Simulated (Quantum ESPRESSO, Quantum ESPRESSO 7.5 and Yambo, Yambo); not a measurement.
# Beyond one shot: WS2 (Tungstenite)

How far does self-consistency move the gap of WS2 (Tungstenite)?

Main program and level: Quantum ESPRESSO 7.5 and Yambo 5.3.0; PBE and many-body steps on it, plane waves.

The database entry behind the starting cell differs from later determinations by our own check (an axis about 1.4 % long against later determinations), so it need not match the best structure at ambient conditions.

## Step 1: The starting structure

Symmetry: P6_3/mmc, No. 194, hexagonal system. The conventional cell has a = 3.180 Å, b = 3.180 Å, c = 12.500 Å, α = 90.00°, β = 90.00°, γ = 120.00°. W has 6 S at 2.41 Å nearest. Nearest to S lie 3 W at 2.41 Å. Farther neighbours and most contacts between anions are not listed.

Coordinates:

```cif
data_structure
_symmetry_space_group_name_H-M 'P 1'
_symmetry_Int_Tables_number 1
_cell_length_a 3.1800
_cell_length_b 3.1800
_cell_length_c 12.5000
_cell_angle_alpha 90.000
_cell_angle_beta 90.000
_cell_angle_gamma 120.000
_cell_volume 109.47
loop_
_atom_site_label
_atom_site_type_symbol
_atom_site_fract_x
_atom_site_fract_y
_atom_site_fract_z
_atom_site_occupancy
W1 W 0.33333 0.66667 0.25000 1
W2 W 0.66667 0.33333 0.75000 1
S3 S 0.33333 0.66667 0.62500 1
S4 S 0.66667 0.33333 0.12500 1
S5 S 0.33333 0.66667 0.87500 1
S6 S 0.66667 0.33333 0.37500 1
```

The cell and positions come from the Crystallography Open Database and are kept as given unless a step says otherwise. Spin-orbit coupling is left out unless a step names it.

## Step 2: Empty states on the mesh, 6×6×2 mesh, 101 bands

This step: Quantum ESPRESSO 7.5; DFT, PBE, plane waves, norm-conserving pseudopotentials.

The sums over transitions need many empty states on a uniform mesh; this step solves for them.

pw.in reads:

```
&control
  calculation = 'nscf'
  prefix = 'x'
  outdir = 'o'
  pseudo_dir = 'pseudo'
/
&system
  ibrav = 0
  nat = 6
  ntyp = 2
  ecutwfc = 62.0
  nbnd = 101
  force_symmorphic = .true.
/
&electrons
  conv_thr = 1e-9
  electron_maxstep = 80
  diago_full_acc = .true.
  diago_thr_init = 5e-6
/
ATOMIC_SPECIES
  W 183.84 W.upf
  S 32.06 S.upf
CELL_PARAMETERS angstrom
  3.1800000000 0.0000000000 0.0000000000
  -1.5900000000 2.7539607840 0.0000000000
  0.0000000000 0.0000000000 12.5000000000
ATOMIC_POSITIONS crystal
  W 0.3333333333 0.6666666667 0.2500000000
  W 0.6666666667 0.3333333333 0.7500000000
  S 0.3333333333 0.6666666667 0.6250000000
  S 0.6666666667 0.3333333333 0.1250000000
  S 0.3333333333 0.6666666667 0.8750000000
  S 0.6666666667 0.3333333333 0.3750000000
K_POINTS automatic
  6 6 2 0 0 0
```

Run with:

```
> OMP_NUM_THREADS=1 mpirun -n 8 pw.x -nk 4 -in pw.in > pw.out
```

The log of the run:

```text
Program PWSCF v.7.5 starts

     This program is part of the open-source Quantum ESPRESSO suite
     for quantum simulation of materials; please cite
         "P. Giannozzi et al., J. Phys.:Condens. Matter 21 395502 (2009);
         "P. Giannozzi et al., J. Phys.:Condens. Matter 29 465901 (2017);
         "P. Giannozzi et al., J. Chem. Phys. 152 154105 (2020);
     in publications or presentations arising from this work. More details at

     Atomic positions and unit cell read from directory:
     o/x.save/

     Message from routine setup:
[...]
k = 0.0000 0.1925 0.0000 (  6135 PWs)   bands (ev):

[...]
39.2188  39.5381  40.2270  40.9640  41.2695  41.8296  41.9989  42.0105
    42.1828  42.3471  42.9476  43.3032  43.3816  43.6367  44.4248  44.5836
    45.3457  45.7254  45.8328  45.9077  46.0998

          k = 0.0000 0.1925-0.1272 (  6126 PWs)   bands (ev):

     [... further k-points ...]

     highest occupied, lowest unoccupied level (ev):    11.2627   12.3126

     XML data file, pseudopotentials, collected wavefunctions

=------------------------------------------------------------------------------=
   JOB DONE.
=------------------------------------------------------------------------------=
```

The job ended after 16 s (8 MPI ranks of AMD EPYC 7R43, shared host; peak memory 0.7 GiB; 1.9 min of CPU time).

Numbers from this step:

```yaml
gap: 1.050 eV
k_of_the_valence_top: 0, 0, 0
k_of_the_conduction_bottom: 0.1667, 0.1667, 0
least_direct_gap: 1.737 eV
k_points_computed: 14
lowest_point_of_the_top_converged_band_above_the_valence_top: 34.84 eV
```

On this mesh the gap is 1.050 eV.

The density comes from a self-consistent run that is not shown.

## Step 3: Conversion and set-up

This step: Yambo 5.3.0; conversion and set-up on PBE, plane waves, norm-conserving pseudopotentials.

The states are converted to the many-body program's format and the q mesh is built.

Run with:

```
> (cd o/x.save; p2y > p2y.log; mv SAVE ../..); yambo > setup.log
```

The log of the run:

```text
 Yambo, version 5.3.0

 [02] CORE Variables Setup
 =========================

  [02.01] Unit cells
  ==================

  Cell kind             :  HCP
  Atoms in the cell     :  W  S
  number of W  atoms    :  2
  number of S  atoms    :   4

  List of atomic masses
  Mass of W     :  183.8400
  Mass of S     :  32.06000

  List of atomic coordinates    : [cc]
  W1       : -0.30047E-09   3.4695       5.9054      order 1
  W2       :   3.00466   1.73474  17.71618  order 2
  S1       : -0.30047E-09   3.4695       14.763      order 3
[...]
Q [ 1]         [rlu]:  0.000000  0.000000  0.000000
 Q [ 2]         [rlu]:  0.000000  0.000000 -0.500000
 Q [ 3]         [rlu]:  0.46464E-18  0.16667       0.0000
[...]
Q [ 8]         [rlu]: -0.13939E-17 -0.50000     -0.50000
 Q [ 9]         [rlu]:  0.166667  0.166667  0.000000
 Q [10]         [rlu]:  0.166667  0.166667 -0.500000
 Q [11]         [rlu]:  0.166667  0.333333  0.000000
 Q [12]         [rlu]:  0.166667  0.333333 -0.500000
 Q [13]         [rlu]:  0.333333  0.333333  0.000000
 Q [14]         [rlu]:  0.333333  0.333333 -0.500000

  [03.01] X indexes
  =================

   [03.01.01] Sigma indexes
   ========================

 [06] Game Over & Game summary
```

The job ended after 3.8 s (1 MPI rank; peak memory 0.24 GiB).

## Step 4: G0W0

Now the one-shot GW correction: screening in the RPA, then the self-energy of the levels asked for.

This step: G0W0 on PBE, plane waves, norm-conserving pseudopotentials.

gw1.in reads:

```
HF_and_locXC
gw0
dyson
ppa
em1d
rim_cut
RandQpts= 1000000
RandGvec= 1 RL
EXXRLvcs= 62 Ry
VXCRLvcs= 248 Ry
Chimod= "HARTREE"
% BndsRnXp
 1 | 101 |
%
NGsBlkXp= 5.5 Ry
% LongDrXp
 1 | 1 | 1 |
%
% GbndRnge
 1 | 101 |
%
DysSolver= "n"
ExtendOut
PPAPntXp= 27.21138 eV
% QPkrange
 1 | 1 | 25 | 28 |
 9 | 9 | 25 | 28 |
 13 | 13 | 25 | 28 |
%
```

Run with:

```
> OMP_NUM_THREADS=2 mpirun -n 4 yambo -F gw1.in -J gw1 -C gw1 > gw1.log
```

The log of the run:

```text
 Yambo, version 5.3.0

 [02] CORE Variables Setup
 =========================

  [... cell, symmetries and grids as in the set-up ...]

  [02.05] Energies & Occupations
  ==============================

  [X] === General ===
  [X] Electronic Temperature                        :  0.000000  0.000000 [eV K]
  [X] Bosonic    Temperature                        :  0.000000  0.000000 [eV K]
  [X] Finite Temperature mode                       : no
  [X] El. density                                   :  0.47502E+24 [cm-3]
  [X] Fermi Level                                   :  11.26270 [eV]

  [X] === Gaps and Widths ===
  [X] Conduction Band Min                           :  1.049877 [eV]
  [X] Valence Band Max                              :  0.000000 [eV]
  [X] Filled Bands                                  :  26
  [X] Empty Bands                                   :   27  101
  [X] Direct Gap                                    :  1.736840 [eV]
  [X] Direct Gap localized at k                     :  13
  [X] Indirect Gap                                  :  1.049877 [eV]
  [X] Indirect Gap between kpts                     :   1   9
  [X] Last valence band width                       :  1.801629 [eV]
  [X] 1st conduction band width                     :  1.195478 [eV]

 [03] Transferred momenta grid and indexing
 ==========================================

 IBZ Q-points                                      :  14
 BZ  Q-points                                      :   72

 K/Q-points units:
 rlu = crystal or reduced units; cc = cartesian coordinates; iku = interal k-units

 Q [ 1]         [rlu]:  0.000000  0.000000  0.000000
 Q [ 2]         [rlu]:  0.000000  0.000000 -0.500000
 Q [ 3]         [rlu]:  0.46464E-18  0.16667       0.0000
 Q [ 4]         [rlu]:  0.46464E-18  0.16667     -0.50000
 Q [ 5]         [rlu]:  0.92928E-18  0.33333       0.0000
 Q [ 6]         [rlu]:  0.92928E-18  0.33333     -0.50000
 Q [ 7]         [rlu]: -0.13939E-17 -0.50000       0.0000
 Q [ 8]         [rlu]: -0.13939E-17 -0.50000     -0.50000
 Q [ 9]         [rlu]:  0.166667  0.166667  0.000000
 Q [10]         [rlu]:  0.166667  0.166667 -0.500000
 Q [11]         [rlu]:  0.166667  0.333333  0.000000
 Q [12]         [rlu]:  0.166667  0.333333 -0.500000
 Q [13]         [rlu]:  0.333333  0.333333  0.000000
 Q [14]         [rlu]:  0.333333  0.333333 -0.500000

 [04] Coloumb potential Random Integration (RIM)
 ===============================================

  [04.01] RIM initialization
  ==========================

  * Diagonal components only detected *

  8 x (sBL volume)        :  0.037308 [a.u.]
  sBZ random points       :  1000000
  Points outside the sBZ  :   7980387
  RL volume               :  0.335775 [a.u.]
  Integrated volume       :  0.336600 [a.u.]

  [04.02] RIM integrals
  =====================

  Gamma point sphere radius             :  0.060611 [a.u.]
  Points outside the sphere             :   800002
  [Int_sBZ(q=0) 1/q^2]*(Vol_sBZ)^(-1/3) =:  7.613204
                                 should be <:  7.795600

  Summary of Coulomb integrals for non-metallic bands |Q|[au] RIM/Bare

  Q [1] 0.100000E-4 0.976603 * Q [2] 0.132997 0.905561
  Q [3] 0.201220 1.109571 * Q [4] 0.241201 1.052509
  Q [9] 0.348524 1.037358 * Q [10] 0.373038 1.028336
  Q [5] 0.402441 1.028259 * Q [6] 0.423848 1.023014
  Q [11] 0.532379 1.017062 * Q [12] 0.548740 1.015248
  Q [7] 0.603661 1.014168 * Q [8] 0.618138 1.013046
  Q [13] 0.697048 1.010911 * Q [14] 0.709622 1.010288

 [05] Dipoles
 ============

  [05.01] Setup: observables and procedures
  =========================================

  [WARNING] [x,Vnl] slows the Dipoles computation. To neglect it rename the ns.kb_pp file

 [06] Dynamic Dielectric Matrix (PPA)
 ====================================

 [WR./gw1//ndb.pp]---------------------------------------------------------------
  Brillouin Zone Q/K grids (IBZ/BZ)                :   14   72   14   72
  RL vectors                                       :   7847 [WF]
  Coulomb cutoff potential                         : none
  Electronic Temperature                           :  0.000000 [K]
  Bosonic    Temperature                           :  0.000000 [K]
  PPA    diel. fun.  energies                      : Perdew, Burke & Ernzerhof(X)+Perdew, Burke & Ernzerhof(C)
  wavefunctions                                    : Perdew, Burke & Ernzerhof(X)+Perdew, Burke & Ernzerhof(C)
  Global Gauge                                     : length
  X matrix size                                    :  205
  X band range                                     :    1  101
  X e/h energy range                               : -1.000000 -1.000000 [eV]
  X Time ordering                                  : R
  X Hxc Kernel                                     : HARTREE
  X Drude frequency                                :  0.000000  0.000000
  X poles                                          :  100.0000 [o/o]
  RL vectors in the sum                            :   7847
  [r,Vnl] included                                 : yes
  Field direction                                  :  0.577350E-5  0.577350E-5  0.577350E-5
  BZ energy Double Grid                            : no
  BZ energy DbGd points                            : 0
  BZ Q point size factor                           : -1.000000
  X Optical Averaged directions                    : none

 [07] Local Exchange-Correlation + Non-Local Fock
 ================================================

 [VXC] Plane waves :   48563
 [EXS] Plane waves :   6149

 QP @ state[ 1 ] K range:  1  1
 QP @ state[ 1 ] b range:  25  28
 QP @ state[ 2 ] K range:   9   9
 QP @ state[ 2 ] b range:  25  28
 QP @ state[ 3 ] K range:  13  13
 QP @ state[ 3 ] b range:  25  28

 [xc] Functional : Perdew, Burke & Ernzerhof(X)+Perdew, Burke & Ernzerhof(C)
 [xc] LIBXC used to calculate xc functional
  PP Number of Atomic Species                      :  2
  NLCC RL compoments                               :   48563
  PP Number of Atomic Species                      :  2
  NLCC RL compoments                               :   48563

 [xc] E_xc :  -24.43744 [Ha]
      E_xc :  -48.87488 [Ry]

  Local XC kind (lXC) : Perdew, Burke & Ernzerhof(X)+Perdew, Burke & Ernzerhof(C)
  Non-Local XC kind (nlXC) : Hartree-Fock

  Corrections @ K [1] :  [eV]
 <25|nlXC|25> = -15.33261  0.15102E-16 <25|lXC|25> = -14.41251  0.000000
 <26|nlXC|26> = -15.93882  0.80121E-17 <26|lXC|26> = -15.55930  0.000000
 <27|nlXC|27> = -10.54540  0.38900E-18 <27|lXC|27> = -15.18468  0.000000
 <28|nlXC|28> = -10.54554 -0.15687E-17 <28|lXC|28> = -15.18468  0.000000

  Corrections @ K [9] :  [eV]
 <25|nlXC|25> = -16.37886  0.26128E-17 <25|lXC|25> = -15.15065  0.000000
 <26|nlXC|26> = -16.39441 -0.53914E-17 <26|lXC|26> = -15.22164  0.000000
[...]
Corrections @ K [13] :  [eV]
[...]
<26|nlXC|26> = -15.79151 -0.20060E-17 <26|lXC|26> = -15.41418  0.47204E-16
 <27|nlXC|27> = -11.99647 -0.75861E-18 <27|lXC|27> = -16.30527  0.000000
 <28|nlXC|28> = -11.99647  0.45701E-18 <28|lXC|28> = -16.30527  0.000000

 [08] Dyson equation: Newton solver
 ==================================

  [08.01] G0W0 (W PPA)
  ====================

  [  GW  ] Bands range     :    1  101
  [GW/PPA] G damping       :  0.100000 [eV]

  QP @ state[ 1 ] K range:  1  1
  QP @ state[ 1 ] b range:  25  28
  QP @ state[ 2 ] K range:   9   9
  QP @ state[ 2 ] b range:  25  28
  QP @ state[ 3 ] K range:  13  13
  QP @ state[ 3 ] b range:  25  28

   Sc/G bands                                       :    1  101
   Sc/G damping                                     :  0.100000 ev
   Sc bands terminator                              : no
   Sx RL components                                 :   6149

   QP @ state[ 1 ] K range                          :  1  1
   QP @ state[ 1 ] b range                          :  25  28
   QP @ state[ 2 ] K range                          :   9   9
   QP @ state[ 2 ] b range                          :  25  28
   QP @ state[ 3 ] K range                          :  13  13
   QP @ state[ 3 ] b range                          :  25  28
   GF energies kind                                 : Perdew, Burke & Ernzerhof(X)+Perdew, Burke & Ernzerhof(C)
   GF WF`s kind                                     : Perdew, Burke & Ernzerhof(X)+Perdew, Burke & Ernzerhof(C)
   Xs energies kind                                 : Perdew, Burke & Ernzerhof(X)+Perdew, Burke & Ernzerhof(C)
   Xs WF`s kind                                     : Perdew, Burke & Ernzerhof(X)+Perdew, Burke & Ernzerhof(C)

 [11] Game Over & Game summary
```

It took 3.8 min on 4 MPI ranks; peak memory 3.2 GiB; 26 min of CPU time.

Numbers from this step:

```yaml
g0w0_gap_on_the_points_computed: 1.398 eV
starting_gap_on_the_mesh: 1.050 eV
k_of_the_valence_top: 0, 0, 0
k_of_the_conduction_bottom: 0.1667, 0.1667, 0
least_direct_g0w0_gap_on_the_computed_points: 2.398 eV
z_at_the_valence_top: 0.7954
z_at_the_conduction_bottom: 0.8031
```

The gap on the mesh goes from 1.05 eV to 1.40 eV, a correction of +0.35 eV.

## Step 5: evGW0, cycle 1

This step: evGW0 on PBE, plane waves, norm-conserving pseudopotentials.

gw3.in, as its differences from gw1.in of step 4:

```diff
@@ -25,5 +25,4 @@
 % QPkrange
- 1 | 1 | 25 | 28 |
- 9 | 9 | 25 | 28 |
- 13 | 13 | 25 | 28 |
+ 1 | 14 | 24 | 29 |
 %
+GfnQPdb= "E < ./gw2/ndb.QP"
```

Run with:

```
> OMP_NUM_THREADS=2 mpirun -n 4 yambo -F gw3.in -J gw3,gw1_W -C gw3 > gw3.log
```

The log of the run:

```text
 Yambo, version 5.3.0

 [02] CORE Variables Setup
 =========================

  [... cell, symmetries and grids as in the set-up ...]

  [02.05] Energies & Occupations
  ==============================

  [X] === General ===
  [X] Electronic Temperature                        :  0.000000  0.000000 [eV K]
  [X] Bosonic    Temperature                        :  0.000000  0.000000 [eV K]
  [X] Finite Temperature mode                       : no
  [X] El. density                                   :  0.47502E+24 [cm-3]
  [X] Fermi Level                                   :  11.26270 [eV]

  [X] === Gaps and Widths ===
  [X] Conduction Band Min                           :  1.049877 [eV]
  [X] Valence Band Max                              :  0.000000 [eV]
  [X] Filled Bands                                  :  26
  [X] Empty Bands                                   :   27  101
  [X] Direct Gap                                    :  1.736840 [eV]
  [X] Direct Gap localized at k                     :  13
  [X] Indirect Gap                                  :  1.049877 [eV]
  [X] Indirect Gap between kpts                     :   1   9
  [X] Last valence band width                       :  1.801629 [eV]
  [X] 1st conduction band width                     :  1.195478 [eV]

 [03] Transferred momenta grid and indexing
 ==========================================

 IBZ Q-points                                      :  14
 BZ  Q-points                                      :   72

 K/Q-points units:
 rlu = crystal or reduced units; cc = cartesian coordinates; iku = interal k-units

 Q [ 1]         [rlu]:  0.000000  0.000000  0.000000
 Q [ 2]         [rlu]:  0.000000  0.000000 -0.500000
 Q [ 3]         [rlu]:  0.46464E-18  0.16667       0.0000
[...]
[G+QP] Direct Gap localized at k                  :  13
  [G+QP] Indirect Gap                               :  1.397526 [eV]
  [G+QP] Indirect Gap between kpts                  :   1   9
  [G+QP] Last valence band width                    :  2.013344 [eV]
  [G+QP] 1st conduction band width                  :  1.730162 [eV]

  [coarse-grid] Minimum Bare Gap        [ev]:  1.049877
  [coarse-grid] Minimum Gap Correction  [ev]:  0.347649

  Eqp @ K [ 1]
  -92.43341 -92.43341 -48.12459 -48.12454 -47.92634 -47.92634 -47.92633 -47.92633
  -19.16580 -18.93760 -17.21907 -16.77924  -9.18182  -8.05121  -4.44691  -4.28911
  -4.289112 -4.274870 -4.274870 -2.771961 -2.771961 -2.719236 -2.719236 -2.218033
[...]
Eqp @ K [ 2]
[...]
Eqp @ K [ 3]
[...]
Eqp @ K [ 8]
[...]
Eqp @ K [ 9]
[...]
[... 25 further rows ...]
   12.32733  12.32733  13.18236  13.18236  13.18342  13.18343  13.34391  13.34391
   14.01693  14.01693  15.43277  15.43278  16.73243  16.73243  19.73692  19.73693

 [07] Dipoles
 ============

  [07.01] Setup: observables and procedures
  =========================================

 [08] Dynamic Dielectric Matrix (PPA)
 ====================================

   Sc/G bands                                       :    1  101
   Sc/G damping                                     :  0.100000 ev
   Sc bands terminator                              : no
   Sx RL components                                 :   6149

   QP @ state[ 1 ] K range                          :   1  14
   QP @ state[ 1 ] b range                          :  24  29
   GF energies kind                                 : Perdew, Burke & Ernzerhof(X)+Perdew, Burke & Ernzerhof(C)+ E < ./gw2/ndb.QP + @E Fit
   GF WF`s kind                                     : Perdew, Burke & Ernzerhof(X)+Perdew, Burke & Ernzerhof(C)
   Xs energies kind                                 : Perdew, Burke & Ernzerhof(X)+Perdew, Burke & Ernzerhof(C)
   Xs WF`s kind                                     : Perdew, Burke & Ernzerhof(X)+Perdew, Burke & Ernzerhof(C)

 [13] Game Over & Game summary
```

The job ended after 5.7 min (4 MPI ranks; peak memory 3.4 GiB; 40 min of CPU time).

Numbers from this step:

```yaml
quasiparticle_gap_on_the_mesh: 1.450 eV
gap_of_the_density_functional_on_the_mesh: 1.050 eV
k_of_the_valence_top: 0, 0, 0
k_of_the_conduction_bottom: 0.1667, 0.1667, 0
least_direct_quasiparticle_gap_on_the_computed_points: 2.472 eV
z_at_the_valence_top: 0.8027
z_at_the_conduction_bottom: 0.8126
```

Against G0W0 in Yambo (6×6×2 mesh, 101 bands, screening to 74.8 eV, Godby-Needs plasmon pole), the gap moves by +0.053 eV.

The program's own table gives 1.515 eV, which is too large where the input levels are shifted: this version takes Σc at the unshifted level E₀, yet steps from the shifted one. The value above is the Newton step from E₀, E₀ + Z(Σc + Σx − Vxc), rebuilt from the printed columns.

(Continued in part 2 of 2.)

[Paths, hosts, dates, memory and timing lines, banners, echoed tables and standing remarks are left out of the program output.]

[Logs are printed without paths, hosts, clocks, repeated set-up lines and the standing remarks that a program may print on its own settings, such as how far it seeks lower states.]

[Runs of the session that timed out or met a known fault of the program may be left out.]

[Hosts, paths, dates, database ids (printed as entryN), source tags and the programs' standing remarks are cut or masked in the printed files.]
